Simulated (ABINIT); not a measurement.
# Cl (Cmce): G0W0 in ABINIT against the wavefunction cutoff in GW, part 2 of 2

Aim: move the wavefunction cutoff in GW of a G0W0 run on Cl (Cmce) over a wide range.

ABINIT 10.8.3; PBE and many-body steps on it, plane waves. Known limits of the many-body steps: not at the basis limit; coarse k mesh.

So far. Step 2 (Screening, 4×4×2 mesh, 101 bands, screening to 130.6 eV): Local fields lower ε∞ by 20 %. On a Γ-centred mesh this coarse the value itself is usually too large, while a short band sum pulls it down. Step 5 (12.5 Ha): The gap on the mesh goes from 2.47 eV to 5.66 eV, a correction of +3.19 eV.

## Step 6: Screening, 4×4×2 mesh, 101 bands, screening to 130.6 eV

This step: RPA screening on PBE, plane waves, norm-conserving pseudopotentials.

run.abi

```
acell 3*1.0 Angstrom
rprim 
  3.145000000000 -2.250000000000 0.000000000000
  3.145000000000 2.250000000000 0.000000000000
  0.000000000000 0.000000000000 8.210000000000
ntypat 1
znucl 17
natom 4
typat 1 1 1 1
xred 
  0.870000000000 0.130000000000 0.100000000000
  0.630000000000 0.370000000000 0.600000000000
  0.130000000000 0.870000000000 0.900000000000
  0.370000000000 0.630000000000 0.400000000000
pp_dirpath "pseudos"
pseudos "Cl.upf"
ecut 25
ngkpt 4 4 2
nshiftk 1
shiftk 0 0 0
kptopt 1
chksymbreak 0
istwfk *1
occopt 1
irdwfk 1
optdriver 3
nband 101
ecuteps 4.8
inclvkb 2
awtr 1
symchi 1
ecutwfn 18.8
indata_prefix "in"
outdata_prefix "out"
tmpdata_prefix "tmp"
```

Started as:

```bash
$ OMP_NUM_THREADS=1 mpirun -n 4 abinit run.abi > log
```

Output:

```text
.Version 10.8.3 of ABINIT. v10.8.2 released Aug 2026.

 Symmetries : space group Cm c a (# 64); Bravais oC (1-face-center ortho.)
[... echo of the input left out ...]
== DATASET  1 ==================================================================
-   mpi_nproc: 4, omp_nthreads: 1 (-1 if OMP is not activated)

--- !DatasetInfo
iteration_state: {dtset: 1, }
dimensions: {natom: 4, nkpt: 14, mband: 101, nsppol: 1, nspinor: 1, nspden: 1, mpw: 3088, }
cutoff_energies: {ecut:  18.8, pawecutdg:  -1.0, }
[...]
--------------------------------------------------------------------------------
[... chi0 elements left out ...]
 For q-point:  0.000010 0.000020 0.000030
  dielectric constant =   2.8086
  dielectric constant without local fields =   3.4590

  Average fulfillment of the sum rule on Im[epsilon] for q-point    1 :     65.84  [%]
[... wings left out ...]
  q-point number  2        q = ( 0.250000, 0.000000, 0.000000) [r.l.u.]
--------------------------------------------------------------------------------
[... chi0 elements left out ...]
  Average fulfillment of the sum rule on Im[epsilon] for q-point    2 :     71.01  [%]

 [... 12 further q-points ...]
```

Run time: 65 s. Hardware: 4 MPI ranks of Arm Neoverse V2, shared host; peak memory 1.3 GiB; 4.3 min of CPU time.

Numbers from this step:

```yaml
eps_infinity_with_local_fields_on_this_mesh_along_the_program_s_q_direction: 2.809
the_same_without_local_fields: 3.459
plasma_frequency: 18.23 eV
plane_waves_in_the_screening_matrix: 403
```

## Step 7: 18.8 Ha

This step: G0W0 on PBE, plane waves, norm-conserving pseudopotentials.

Edit run.abi of step 6 so:

```diff
@@ -25,8 +25,17 @@
 irdwfk 1
-optdriver 3
+optdriver 4
 nband 101
+gwcalctyp 0
+ecutsigx 18.8
+symsigma 1
+nkptgw 2
+kptgw 
+  0.5000000000 0.5000000000 0.0000000000
+  0.0000000000 0.0000000000 0.0000000000
+bdgw 
+  13 16
+  13 16
 ecuteps 4.8
-inclvkb 2
-awtr 1
-symchi 1
+irdscr 1
+ppmodel 1
 ecutwfn 18.8
```

Output:

```text
.Version 10.8.3 of ABINIT. v10.8.2 released Aug 2026.

 Symmetries : space group Cm c a (# 64); Bravais oC (1-face-center ortho.)
[... echo of the input left out ...]
== DATASET  1 ==================================================================
-   mpi_nproc: 4, omp_nthreads: 1 (-1 if OMP is not activated)

--- !DatasetInfo
iteration_state: {dtset: 1, }
dimensions: {natom: 4, nkpt: 14, mband: 101, nsppol: 1, nspinor: 1, nspden: 1, mpw: 3088, }
cutoff_energies: {ecut:  18.8, pawecutdg:  -1.0, }
[...]
Band     E0 <VxcDFT>   SigX SigC(E0)      Z dSigC/dE  Sig(E)    E-E0       E
[...]
15   1.645 -13.976  -8.979  -2.758   0.795  -0.258 -12.196   1.781   3.426
       16   2.208 -14.623  -9.220  -2.918   0.787  -0.271 -12.667   1.955   4.163

== END DATASET(S) ==============================================================
================================================================================

 -outvars: echo values of variables after computation  --------
           etotal      0.0000000000E+00
            nband         101
             nkpt          14
          spgroup          64
 [... the other variables as echoed above ...]

 Calculation completed.
```

Elapsed: 19 s, on 4 MPI ranks; peak memory 1.5 GiB.

This step gave:

```yaml
g0w0_gap_on_the_points_computed: 5.661 eV
starting_gap_on_the_mesh: 2.469 eV
k_of_the_valence_top: 0.5, 0.5, 0
k_of_the_conduction_bottom: 0, 0, 0
least_direct_g0w0_gap_on_the_computed_points: 5.712 eV
```

Against the run before, the gap moves by +0.001 eV.

## Step 8: Screening, 4×4×2 mesh, 101 bands, screening to 130.6 eV

This step: RPA screening on PBE, plane waves, norm-conserving pseudopotentials.

Edit run.abi of step 7 so:

```diff
@@ -25,18 +25,8 @@
 irdwfk 1
-optdriver 4
+optdriver 3
 nband 101
-gwcalctyp 0
-ecutsigx 18.8
-symsigma 1
-nkptgw 2
-kptgw 
-  0.5000000000 0.5000000000 0.0000000000
-  0.0000000000 0.0000000000 0.0000000000
-bdgw 
-  13 16
-  13 16
 ecuteps 4.8
-irdscr 1
-ppmodel 1
-ecutwfn 18.8
+inclvkb 2
+awtr 1
+symchi 1
 indata_prefix "in"
```

Output:

```text
.Version 10.8.3 of ABINIT. v10.8.2 released Aug 2026.

 Symmetries : space group Cm c a (# 64); Bravais oC (1-face-center ortho.)
[... echo of the input left out ...]
== DATASET  1 ==================================================================
-   mpi_nproc: 4, omp_nthreads: 1 (-1 if OMP is not activated)

--- !DatasetInfo
iteration_state: {dtset: 1, }
dimensions: {natom: 4, nkpt: 14, mband: 101, nsppol: 1, nspinor: 1, nspden: 1, mpw: 4726, }
cutoff_energies: {ecut:  25.0, pawecutdg:  -1.0, }
[...]
--------------------------------------------------------------------------------
[... chi0 elements left out ...]
 For q-point:  0.000010 0.000020 0.000030
  dielectric constant =   2.8084
  dielectric constant without local fields =   3.4583

  Average fulfillment of the sum rule on Im[epsilon] for q-point    1 :     65.85  [%]
[... wings left out ...]
  q-point number  2        q = ( 0.250000, 0.000000, 0.000000) [r.l.u.]
--------------------------------------------------------------------------------
[... chi0 elements left out ...]
  Average fulfillment of the sum rule on Im[epsilon] for q-point    2 :     71.01  [%]

 [... 12 further q-points ...]
```

It took 70 s on 4 MPI ranks; peak memory 1.5 GiB.

Numbers from this step:

| Item | Value |
| --- | --- |
| ε∞ with local fields, on this mesh, along the program's q direction | 2.808 |
| the same without local fields | 3.458 |
| plasma frequency | 18.23 eV |
| plane waves in the screening matrix | 403 |

## Step 9: 25 Ha

This step: G0W0 on PBE, plane waves, norm-conserving pseudopotentials.

Edit run.abi of step 8 so:

```diff
@@ -25,8 +25,17 @@
 irdwfk 1
-optdriver 3
+optdriver 4
 nband 101
+gwcalctyp 0
+ecutsigx 25
+symsigma 1
+nkptgw 2
+kptgw 
+  0.5000000000 0.5000000000 0.0000000000
+  0.0000000000 0.0000000000 0.0000000000
+bdgw 
+  13 16
+  13 16
 ecuteps 4.8
-inclvkb 2
-awtr 1
-symchi 1
+irdscr 1
+ppmodel 1
 indata_prefix "in"
```

Output:

```text
.Version 10.8.3 of ABINIT. v10.8.2 released Aug 2026.

 Symmetries : space group Cm c a (# 64); Bravais oC (1-face-center ortho.)
[... echo of the input left out ...]
== DATASET  1 ==================================================================
-   mpi_nproc: 4, omp_nthreads: 1 (-1 if OMP is not activated)

--- !DatasetInfo
iteration_state: {dtset: 1, }
dimensions: {natom: 4, nkpt: 14, mband: 101, nsppol: 1, nspinor: 1, nspden: 1, mpw: 4726, }
cutoff_energies: {ecut:  25.0, pawecutdg:  -1.0, }
[...]
Band     E0 <VxcDFT>   SigX SigC(E0)      Z dSigC/dE  Sig(E)    E-E0       E
[...]
15   1.645 -13.980  -8.981  -2.758   0.795  -0.258 -12.198   1.782   3.427
       16   2.208 -14.626  -9.222  -2.918   0.787  -0.271 -12.670   1.957   4.164

== END DATASET(S) ==============================================================
================================================================================

 -outvars: echo values of variables after computation  --------
           etotal      0.0000000000E+00
            nband         101
             nkpt          14
          spgroup          64
 [... the other variables as echoed above ...]

 Calculation completed.
```

Wall time 20 s (4 MPI ranks); peak memory 1.7 GiB; 79 s of CPU time.

This step gave:

| Property | Result |
| --- | --- |
| G0W0 gap on the points computed | 5.661 eV |
| starting gap on the mesh | 2.469 eV |
| k of the valence top | 0.5, 0.5, 0 |
| k of the conduction bottom | 0, 0, 0 |
| least direct G0W0 gap on the computed points | 5.713 eV |

Against the run before, the gap moves by +0.000 eV.

## Step 10: The runs together

Times are wall times on 4 MPI ranks of Arm Neoverse V2, shared host, good to a factor of about two. A run's time includes the screening step that it read.

| run | mesh | bands | screening cutoff (eV) | DFT gap (eV) | gap on the mesh (eV) | direct (eV) | ε∞ used | time |
| --- | --- | --- | --- | --- | --- | --- | --- | --- |
| 7.5 Ha | 4×4×2 | 101 | 130.6 | 2.469 | 5.659 | 5.710 | 2.85 | 58 s |
| 12.5 Ha | 4×4×2 | 101 | 130.6 | 2.469 | 5.660 | 5.712 | 2.81 | 63 s |
| 18.8 Ha | 4×4×2 | 101 | 130.6 | 2.469 | 5.661 | 5.712 | 2.81 | 84 s |
| 25 Ha | 4×4×2 | 101 | 130.6 | 2.469 | 5.661 | 5.713 | 2.81 | 90 s |

## Step 11: Summary of results

| Property | Result |
| --- | --- |
| 7.5 Ha | 5.659 eV |
| 12.5 Ha | 5.660 eV |
| 18.8 Ha | 5.661 eV |
| 25 Ha | 5.661 eV |
| known limits | not at the basis limit; coarse k mesh |

In words: The setting moved: wavefunction cutoff in GW. From 7.5 Ha to 25 Ha the gap moves by +0.002 eV. It holds to 0.03 eV from 7.5 Ha on. Bands and screening cutoff are coupled, so a series along one setting does not show full convergence. The exchange cutoff follows the wavefunction cutoff here. Bands and cutoff are finite, so the gap is not at the basis limit. The miss can reach some tenths of an eV and take either sign; the mesh is an error of its own. In the G0W0 runs levels were corrected at 2 k points alone, so a gap called «on the mesh» is the least over those, and an edge elsewhere would be missed. The 4×4×2 mesh is coarse for this cell, which bears on the long-range parts of exchange and screening.

[Paths, hosts, dates, memory and timing lines, banners, echoed tables and standing remarks are left out of the program output.]

[Logs are printed without paths, hosts, clocks, repeated set-up lines and the standing remarks that a program may print on its own settings, such as how far it seeks lower states.]

[Runs of the session that timed out or met a known fault of the program may be left out.]

[Hosts, paths, dates, database ids (printed as entryN), source tags and the programs' standing remarks are cut or masked in the printed files.]

[G0W0 gaps are taken among the corrected bands and points alone; a level outside them can change the order at an edge.]

[Where Ansatz stands beside ABINIT at settings called matched, ABINIT's density can come from a denser mesh and the files from another edition; pairs whose starting gaps differed by over 0.03 eV were left out, so agreement reads better than it is.]
